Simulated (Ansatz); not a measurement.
# LiCaCl3 (model cell, started as cubic perovskite with Ca in the octahedra): following an unstable mode

Aim: this structure of LiCaCl3 (model cell, started as cubic perovskite with Ca in the octahedra) is to be tested for unstable modes, and one is followed downhill.

Calculated with Ansatz 0.2.0; DFT PBEsol, scalar-relativistic, plane waves, PAW; PAW set soft_1.

Most raw output is cut from this account.

The structure was built from a prototype and need not be the compound's stable phase.

### 1. The structure

It takes space group Pm-3m (No. 221, cubic). Conventional cell: a = 5.267 Å, b = 5.267 Å, c = 5.267 Å, α = 90.00°, β = 90.00°, γ = 90.00°. Nearest to Li lie 12 Cl at 3.72 Å. Nearest to Ca lie 6 Cl at 2.63 Å. Cl has 2 Ca at 2.63 Å nearest. Farther neighbours and most contacts between anions are not listed.

### 2. Response at finite wavevector

The cell comes from relaxations at this level that are not shown. Stability and thermal properties need the whole zone. Linear response on a 2×2×2 q mesh gives force constants as far as a supercell of that size would, and the tensors from the zone-centre run are typed in so that the long-range dipole term is interpolated apart.

input.yaml reads:

```yaml
crystal:
  lattice:
    - [5.2669287819, 0.0, 0.0]
    - [0.0, 5.2669287819, 0.0]
    - [0.0, 0.0, 5.2669287819]
  atoms:
    - { symbol: Li, position: [0.0, 0.0, 0.0] }
    - { symbol: Ca, position: [0.5, 0.5, 0.5] }
    - { symbol: Cl, position: [0.5, 0.5, 0.0] }
    - { symbol: Cl, position: [0.5, 0.0, 0.5] }
    - { symbol: Cl, position: [0.0, 0.5, 0.5] }
kpoints:
  mp_grid: { grid: [4, 4, 4] }
hamiltonian:
  xc: pbesol
  pseudopotentials: { kind: paw, azcp: { folder: soft_1 }, xc_functional: pbe }
scf:
  occupations: { method: fixed }
output:
  eigenvalues: true
phonons:
  method: dfpt
  qmesh: [2, 2, 2]
  temperatures: { t_max: 1000, t_step: 50 }
  qpath:
    path:
      - [[0.0, 0.0, 0.0], [0.0, 0.5, 0.0], [0.5, 0.5, 0.0], [0.0, 0.0, 0.0], [0.5, 0.5, 0.5], [0.0, 0.5, 0.0]]
      - [[0.5, 0.5, 0.5], [0.5, 0.5, 0.0]]
    npoints: 10
  non_analytic_term:
    high_frequency_dielectric_tensor: [[2.6363, 0.0, 0.0], [0.0, 2.6363, 0.0], [0.0, 0.0, 2.6363]]
    born_effective_charges:
      - { species: Li, tensor: [[1.3468, 0.0, 0.0], [0.0, 1.3468, 0.0], [0.0, 0.0, 1.3468]] }
      - { species: Ca, tensor: [[2.3743, 0.0, 0.0], [0.0, 2.3743, 0.0], [0.0, 0.0, 2.3743]] }
      - { species: Cl, tensor: [[-0.8776, 0.0, 0.0], [0.0, -0.8776, 0.0], [0.0, 0.0, -1.9659]] }
      - { species: Cl, tensor: [[-0.8776, 0.0, 0.0], [0.0, -1.9659, 0.0], [0.0, 0.0, -0.8776]] }
      - { species: Cl, tensor: [[-1.9659, 0.0, 0.0], [0.0, -0.8776, 0.0], [0.0, 0.0, -0.8776]] }
    source: "zone-centre run at this cell"
```

Started as:

```sh
$ ansatz run input.yaml --threads 4 --pin off --max-ram 16384MiB --backend cpu --events-out ev --progress --plain --runs-dir out
```

Wall time 53 s (4 threads of Arm Neoverse V1, shared host); peak memory 0.64 GiB.

A gap read on the k-mesh alone can miss the band edges.

This step gave:

| Property | Result |
| --- | --- |
| gap on the k-mesh | 3.738 eV |
| volume per atom | 29.22 Å³ |
| sum-rule residual before enforcement | 1.29e-4 eV/Å² |
| lowest frequency on the path | -180.7 cm⁻¹ |
| point group | m-3m |
| highest frequency on the path or at a solved wavevector | 360.8 cm⁻¹ |
| highest optical mode at the zone centre (no LO-TO term) | 301.0 cm⁻¹ |
| lowest optical zone-centre mode | -180.7 cm⁻¹ |
| lowest mode on the q mesh (acoustic modes at Γ apart) | -180.7 cm⁻¹ |

Frequencies (cm⁻¹) solved at each irreducible wavevector; negative means imaginary. Frequencies by wavevector, by row:

```tsv
q in reciprocal lattice units	star	mode 1	mode 2	mode 3	mode 4	mode 13	mode 14	mode 15
0 0 0	1	-180.7	-180.7	-180.7	-42.1	301	301	301
0 0 -0.5	3	-171.2	-171.2	-43.3	-43.3	286.3	300.7	300.7
0 -0.5 -0.5	3	-160.5	-160.5	-157.9	-86.3	254.6	286.5	300.4
-0.5 -0.5 -0.5	1	-178.3	-178.3	-178.3	-86.5	244.6	244.6	294.8
```

Interpolated from a 2×2×2 q mesh, with the LO-TO term (at Γ the limit along the path; where Γ stands inside the path, tables give the limit on arrival). Phonon branches along the path, in cm⁻¹:

```tsv
point	branch 1	branch 2	branch 3	branch 4	branch 12	branch 13	branch 14	branch 15
Γ	-181	-181	-60	-42	116	301	301	361
halfway	-176	-176	-40	-40	166	301	301	338
X	-171	-171	-43	-43	249	286	301	301
halfway	-166	-165	-119	-68	252	261	301	310
M	-160	-160	-158	-86	255	255	286	300
halfway	-171	-164	-105	-60	170	284	301	335
Γ	-181	-181	-60	-42	116	301	301	361
halfway	-168	-168	-123	-65	175	284	284	333
R	-178	-178	-178	-86	245	245	245	295
halfway	-172	-162	-145	-73	250	256	285	316
X	-171	-171	-43	-43	249	286	301	301
jump to R	-178	-178	-178	-86	245	245	245	295
halfway	-169	-169	-169	-86	249	249	269	306
M	-160	-160	-158	-86	255	255	286	300
```

Symmetry leaves 4 wavevectors to solve. The lowest mode among them, the acoustic zeros apart, lies at Γ and is imaginary, 180.7i cm⁻¹, so the energy falls along it.

### 3. The mode frozen in, largest atomic shift 0 Å

The mode followed lies at q = (-0.5, -0.5, -0.5) with frequency 178.3i cm⁻¹ and is 3-fold degenerate, one of the unstable modes though not the softest. At small amplitude the distorted cell has space group no. 166 by a symmetry search on the positions. The undistorted cell that holds it gives the zero of energy on the same k mesh.

System of this step: LiCaCl3 (model cell, started as cubic perovskite with Ca in the octahedra). Symmetry: Pm-3m, No. 221, cubic system. Conventional cell: a = 5.267 Å, b = 5.267 Å, c = 5.267 Å, α = 90.00°, β = 90.00°, γ = 90.00°. Li has 12 Cl at 3.72 Å nearest. Ca has 6 Cl at 2.63 Å nearest. Cl has 2 Ca at 2.63 Å nearest. Farther neighbours and most contacts between anions are not listed.

input.yaml reads:

```yaml
crystal:
  lattice:
    - [5.2669287819, 5.2669287819, 0.0]
    - [5.2669287819, 0.0, 5.2669287819]
    - [5.2669287819, 0.0, -5.2669287819]
  atoms:
    - { symbol: Li, position: [0.0, 0.5, 0.5] }
    - { symbol: Li, position: [0.0, 0.0, 0.0] }
    - { symbol: Ca, position: [0.5, 0.25, 0.75] }
    - { symbol: Ca, position: [0.5, 0.75, 0.25] }
    - { symbol: Cl, position: [0.5, 0.5, 0.5] }
    - { symbol: Cl, position: [0.5, 0.0, 0.0] }
    - { symbol: Cl, position: [0.0, 0.0, 0.5] }
    - { symbol: Cl, position: [0.0, 0.5, 0.0] }
    - { symbol: Cl, position: [0.5, 0.0, 0.5] }
    - { symbol: Cl, position: [0.5, 0.5, 0.0] }
kpoints:
  mp_grid: { grid: [4, 4, 4] }
hamiltonian:
  xc: pbesol
  pseudopotentials: { kind: paw, azcp: { folder: soft_1 }, xc_functional: pbe }
scf:
  occupations: { method: gaussian, width: 0.02 }
output:
  forces: true
  stress: true
  eigenvalues: true
```

The job ended after 2.4 s (4 threads; peak memory 0.65 GiB; 8.5 s of CPU time).

Numbers from this step:

* pressure: -0.007317 GPa
* energy from the undistorted cell: 0 meV/atom

At this level the gap is 3.74 eV on the k-mesh of the self-consistent run, which can miss the band edges.

### 4. The mode frozen in, largest atomic shift 0.6 Å

The atoms are moved along the unstable eigenvector, the largest shift by 0.6 Å, with the cell fixed.

input.yaml, the sections that differ from step 3:

```yaml
crystal:
  lattice:
    - [5.2669287819, 5.2669287819, 0.0]
    - [5.2669287819, 0.0, 5.2669287819]
    - [5.2669287819, 0.0, -5.2669287819]
  atoms:
    - { symbol: Li, position: [-0.065770808, 0.532885404, 0.598656212] }
    - { symbol: Li, position: [0.065770808, -0.032885404, -0.098656212] }
    - { symbol: Ca, position: [0.5, 0.25, 0.75] }
    - { symbol: Ca, position: [0.5, 0.75, 0.25] }
    - { symbol: Cl, position: [0.4919384032, 0.5080615968, 0.5080615968] }
    - { symbol: Cl, position: [0.5080615968, -0.0080615968, -0.0080615968] }
    - { symbol: Cl, position: [0.0, 0.0, 0.5080615968] }
    - { symbol: Cl, position: [0.0, 0.5, -0.0080615968] }
    - { symbol: Cl, position: [0.4919384032, 0.0, 0.5080615968] }
    - { symbol: Cl, position: [0.5080615968, 0.5, -0.0080615968] }
# kpoints, hamiltonian, scf, output: as in step 3
```

The job ended after 3.8 s (4 threads; peak memory 0.68 GiB; 14 s of CPU time).

This step gave:

```
pressure                         : 0.03601 GPa
gap on the k-mesh                : 3.958 eV
energy from the undistorted cell : -32.89 meV/atom
```

The energy, extrapolated to zero smearing, is -32.89 meV/atom against the undistorted cell.

The run ends at a pressure of 0.04 GPa, with forces up to 0.46 eV/Å.

### 5. Energy along the mode, all amplitudes (two of the runs are shown above)

An imaginary frequency means negative curvature, so the energy should fall and then rise again as anharmonic terms take over.

This step gave:

- depth at the lowest point sampled: 32.89 meV/atom
- largest atomic shift at that point: 0.6 Å

The energy from the parent by largest atomic shift:

```tsv
largest atomic shift (Å)	energy from the parent (meV/atom)
0.000	0
0.040	-0.15
0.080	-0.599
0.140	-1.83
0.220	-4.52
0.320	-9.53
0.450	-18.7
0.600	-32.9
```

Displacement at unit largest shift by atom:

```tsv
atom	x (Å)	y (Å)	z (Å)	size
Li1	0.577	-0.577	-0.577	0.999
Li2	-0.577	0.577	0.577	0.999
Ca3	0.000	0.000	0.000	0.000
Ca4	0.000	0.000	0.000	0.000
Cl5	0.071	-0.071	0.000	0.100
Cl6	-0.071	0.071	0.000	0.100
Cl7	0.071	0.000	-0.071	0.100
Cl8	-0.071	0.000	0.071	0.100
Cl9	0.000	-0.071	-0.071	0.100
Cl10	0.000	0.071	0.071	0.100
```

The lowest of the steps tried is the last one, at 0.6 Å, 32.9 meV/atom below the parent; the bottom of the well need not coincide with a step.

### 6. Relaxing from the distorted cell

Starting from the lowest point found, all atoms and the cell are let go, so that strain and other modes of the same symmetry can join in.

input.yaml, as its differences from that of step 4:

```diff
@@ -22,3 +22,3 @@
 scf:
-  occupations: { method: gaussian, width: 0.02 }
+  occupations: { method: fixed }
 output:
@@ -27 +27,6 @@
   eigenvalues: true
+relax:
+  adjacent_minimum: "off"
+  f_tol: 0.002
+  max_steps: 120
+  cell: { stress_tol: 0.03 }
```

Elapsed: 39 s, on 4 threads; peak memory 0.73 GiB.

Relaxation path:

```tsv
step	energy less that of the first step (eV)	largest force component (eV/Å)	pressure (GPa)	volume (Å³)
1	0.0000	0.2657	0.04	292.21
2	-0.3387	0.3752	-0.12	295.19
3	-0.6955	0.4138	0.04	295.94
4	-0.9867	0.3638	0.07	298.70
5	-1.2317	0.2103	0.46	300.59
6	-1.3502	0.0964	0.11	309.14
7	-1.3680	0.2987	0.11	314.11
8	-1.4066	0.0362	0.03	311.49
9	-1.4080	0.0053	0.02	312.02
10	-1.4081	0.0085	-0.01	312.21
11	-1.4082	0.0002	0.00	312.26
12*	-1.4087	0.0002	0.00	312.26
```

Relaxation steps marked * repeat the geometry before them on a plane-wave basis chosen anew for their cell, so energy and pressure can jump there.

Forces are held to the 12 operations that the run works with; a distortion that breaks them can't arise in this run.

```tsv
conventional cell, symmetrised	before	after	change
a (Å)	7.449	7.362	-1.2 %
b (Å)	7.449	7.362	-1.2 %
c (Å)	18.245	19.961	+9.4 %
volume (Å³/atom)	29.22	31.23	+6.9 %
```

The atoms that moved most (Å, as changes of fractional coordinates times the final cell):

```tsv
atom	dx	dy	dz	length
Li1	0.710	-0.710	-0.710	1.230
Li2	-0.710	0.710	0.710	1.230
Cl5	0.112	-0.112	0.004	0.159
Cl9	-0.004	-0.112	-0.112	0.159
Cl6	-0.112	0.112	-0.004	0.159
Cl8	-0.112	-0.004	0.112	0.159
Cl7	0.112	0.004	-0.112	0.159
Cl10	0.004	0.112	0.112	0.159
```

This step gave:

| Item | Value |
| --- | --- |
| pressure | 9.88e-4 GPa |
| gap on the k-mesh | 4.726 eV |
| volume per atom | 31.23 Å³ |

The distorted start has space group R-3m; the relaxation ends in R-3m.

### 7. The new phase in its own primitive cell

The relaxed structure is symmetrised, reduced to its primitive cell and relaxed tightly, as its phonons need.

input.yaml reads:

```yaml
crystal:
  lattice:
    - [3.6807649831, 2.1250906538, 6.6535565168]
    - [-3.6807649831, 2.1250906538, 6.6535565168]
    - [0.0, -4.2501813077, 6.6535565168]
  atoms:
    - { symbol: Li, position: [0.1555148774, 0.1555148774, 0.1555148774] }
    - { symbol: Li, position: [0.8444851226, 0.8444851226, 0.8444851226] }
    - { symbol: Ca, position: [0.5, 0.5, 0.5] }
    - { symbol: Ca, position: [0.0, 0.0, 0.0] }
    - { symbol: Cl, position: [0.7510280166, 0.22070134, 0.7510280166] }
    - { symbol: Cl, position: [0.2489719834, 0.77929866, 0.2489719834] }
    - { symbol: Cl, position: [0.7510280166, 0.7510280166, 0.22070134] }
    - { symbol: Cl, position: [0.2489719834, 0.2489719834, 0.77929866] }
    - { symbol: Cl, position: [0.22070134, 0.7510280166, 0.7510280166] }
    - { symbol: Cl, position: [0.77929866, 0.2489719834, 0.2489719834] }
kpoints:
  mp_grid: { grid: [3, 3, 3] }
hamiltonian:
  xc: pbesol
  pseudopotentials: { kind: paw, azcp: { folder: soft_1 }, xc_functional: pbe }
scf:
  occupations: { method: fixed }
output:
  forces: true
  stress: true
  eigenvalues: true
relax:
  adjacent_minimum: "off"
  f_tol: 0.001
  max_steps: 60
  cell: { stress_tol: 0.01 }
```

The job ended after 4.5 s (4 threads; peak memory 0.69 GiB).

Little changed from the start: no atom moved by 0.005 Å and no cell edge by 0.1 %.

Numbers from this step:

```
pressure           : 0.001758 GPa
direct gap on mesh : 4.726 eV
```

The largest force component left is 0.30 meV/Å and the pressure is 0.002 GPa, within the tolerances set. The cell now holds 31.23 Å³/atom.

### 8. Modes of the new phase, k-mesh 3×3×3

A relaxed structure may still be a saddle point, so its zone-centre modes are computed. The response to a homogeneous field gives the Born charges and the dielectric tensor.

input.yaml, as its differences from that of step 7:

```diff
@@ -24,9 +24,6 @@
 output:
-  forces: true
-  stress: true
   eigenvalues: true
-relax:
-  adjacent_minimum: "off"
-  f_tol: 0.001
-  max_steps: 60
-  cell: { stress_tol: 0.01 }
+phonons:
+  method: dfpt
+  dielectric: true
+  rigid_motions: translations
```

The job ended after 1.8 min (4 threads; peak memory 2.7 GiB).

Numbers from this step:

* sum-rule residual before enforcement: 7.34e-5 eV/Å²
* miss of the charge sum rule: 0.01250 e
* estimated error of the dielectric tensor: 0.006043
* estimated error of the Born charges: 0.01453 e
* point group: -3m
* highest optical mode at the zone centre (no LO-TO term): 358.8 cm⁻¹
* lowest optical zone-centre mode: -49.94 cm⁻¹
* mean high-frequency dielectric constant: 2.365
* largest Born charge (third of the trace): 2.422 e
* top of the zone-centre spectrum with the field: 376.6 cm⁻¹

Without the LO-TO term. Patterns of degenerate modes are one choice out of their space. The modes at Γ (shares of kinetic energy by element, %) (negative means imaginary):

```tsv
mode	frequency (cm⁻¹)	symmetry	Li %	Ca %	Cl %
1	-49.9	A2g	0	0	100
2	-39.8	Eg	9	0	91
3	-39.8	Eg	9	0	91
4	0.0	acoustic	5	26	69
5	0.0	acoustic	5	26	69
6	0.0	acoustic	5	26	69
7	30.6	A1u	0	0	100
8	61.1	Eu	12	7	81
9	61.1	Eu	12	7	81
10	97.1	Eu	0	35	65
11	97.1	Eu	0	35	65
12	119.5	Eg	1	0	99
13	119.5	Eg	1	0	99
14	129.4	A1g	8	0	92
15	139.9	A2u	5	50	46
16	186.6	Eu	9	74	16
17	186.6	Eu	9	74	16
18	194.1	Eg	6	0	94
19	194.1	Eg	6	0	94
20	217.5	A2u	12	77	11
21	242.4	Eu	2	47	51
22	242.4	Eu	2	47	51
23	263.0	A2u	1	30	69
24	271.0	A1g	1	0	99
25	292.0	Eu	72	10	17
26	292.0	Eu	72	10	17
27	292.7	Eg	84	0	16
28	292.7	Eg	84	0	16
29	322.4	A1g	90	0	10
30	358.8	A2u	78	17	4
```

Displacements in mode 1 (-49.9 cm⁻¹), the largest set to 1:
```
Li1  0.00  0.00  0.00
Li2  0.00  0.00  0.00
Ca3  0.00  0.00  0.00
Ca4  0.00  0.00  0.00
Cl5 -0.50 -0.87  0.00
Cl6  0.50  0.87  0.00
Cl7  1.00  0.00  0.00
Cl8 -1.00  0.00  0.00
Cl9 -0.50  0.87  0.00
Cl10 0.50 -0.87  0.00
```

Displacements in mode 23 (263.0 cm⁻¹), the largest set to 1:
```
Li1  0.00  0.00  0.33
Li2  0.00  0.00  0.33
Ca3  0.00  0.00  1.00
Ca4  0.00  0.00  0.44
Cl5 -0.57  0.33 -0.29
Cl6 -0.57  0.33 -0.29
Cl7  0.00 -0.66 -0.29
Cl8  0.00 -0.66 -0.29
Cl9  0.57  0.33 -0.29
Cl10 0.57  0.33 -0.29
```

Optical modes at the zone centre, without and with the macroscopic field of the longitudinal modes; each column is sorted by frequency, so a row need not hold one and the same mode. Modes with and without the field, by row:

```tsv
rank among optical modes	no field (cm⁻¹)	q along (1, 0, 0) (cm⁻¹)	q along (0, 0, 1) (cm⁻¹)
1	-49.9	-49.9	-49.9
2	-39.8	-39.8	-39.8
3	-39.8	-39.8	-39.8
4	30.6	30.6	30.6
5	61.1	61.1	61.1
6	61.1	63.1	61.1
7	97.1	97.1	97.1
8	97.1	116.2	97.1
9	119.5	119.5	119.5
10	119.5	119.5	119.5
11	129.4	129.4	129.4
12	139.9	139.9	145
13	186.6	186.6	186.6
14	186.6	187.2	186.6
15	194.1	194.1	194.1
16	194.1	194.1	194.1
17	217.5	217.5	233.1
18	242.4	242.4	242.4
19	242.4	258.2	242.4
20	263	263	271
21	271	271	292
22	292	292	292
23	292	292.7	292.7
24	292.7	292.7	292.7
25	292.7	322.4	318.7
26	322.4	358.8	322.4
27	358.8	363.2	376.6
```

Born charge (rows field, columns displacement) (e), principal values of the symmetric part by kind of site:

```tsv
atom	atoms with these values	low	middle	high	mean
Li1	2	0.83	1.08	1.08	1.00
Ca3	1	2.08	2.59	2.59	2.42
Ca4	1	2.06	2.06	3.11	2.41
Cl5	6	-1.91	-0.82	-0.67	-1.14
```

In full for Cl5:

```
-1.37  0.40 -0.44
 0.40 -0.91  0.26
-0.41  0.24 -1.14
```

High-frequency dielectric tensor:

```
2.37 0.00 0.00
0.00 2.37 0.00
0.00 0.00 2.35
```

Transverse modes; imaginary modes are left out. Infrared lines, with heights relative to the strongest:

```tsv
position (cm⁻¹)	relative intensity
30	0.0
61	2.5
97	24
120	0.0
129	0.0
140	5.5
187	1.5
194	0.0
218	31
242	64
263	42
271	0.0
292	100
293	0.0
322	0.0
359	8.7
```

Before it was imposed, the acoustic sum rule was missed by 7.3e-5 eV/Å² and the charge sum rule by 0.013 e. Small misses are needed for a sound result but don't prove that mesh and cutoff are converged. The lowest optical mode is imaginary, 49.9i cm⁻¹, so the energy falls along it.

### 9. Outcome

```yaml
unstable_mode_of_the_parent: q = (-0.5, -0.5, -0.5), 178i cm⁻¹
depth_at_the_lowest_point_sampled: 32.9 meV/atom
largest_atomic_shift_at_that_point: 0.6 Å
space_group_reached_within_0p01_a: R-3m
energy_gained_over_the_parent_first_relaxation_on_the_mesh_of_the_frozen_mode: 174 meV/atom
volume_per_atom_phase_reached: 31.2 Å³
gap_on_the_k_mesh_phase_reached: 4.73 eV
lowest_optical_zone_centre_mode_phase_reached: -49.9 cm⁻¹
highest_optical_mode_at_the_zone_centre_no_lo_to_term_phase_reached: 359 cm⁻¹
```

**Reading.** Along this mode the structure falls into R-3m, 174 meV/atom below the parent. At the parent's cell the well is 32.89 meV/atom deep on the steps tried, with its lowest point at a shift of 0.6 Å. That is the last step tried, so the steps alone don't bracket the bottom of the well. Relaxing atoms and cell changes the gain by +140.87 meV/atom against the lowest step (energies at zero smearing). Most of the total comes from this relaxation. The new phase still has an imaginary mode at the zone centre of its cell, so it is a saddle point on the way to a lower structure. Of the 6 patterns followed to their end from this parent, this one ends 61.4 meV/atom above the lowest, Imma. Each path keeps the symmetry of its pattern, so a lower phase may lie along a pattern not tried. The PAW files were made for PBE and serve the other functionals too. The starting cell was built on a prototype and not taken from a measurement, so the phase need not exist.

[Logs are printed without paths, hosts, clocks, repeated set-up lines and the standing remarks that a program may print on its own settings, such as how far it seeks lower states.]

[Hosts, paths, dates, database ids (printed as entryN), source tags and the programs' standing remarks are cut or masked in the printed files.]
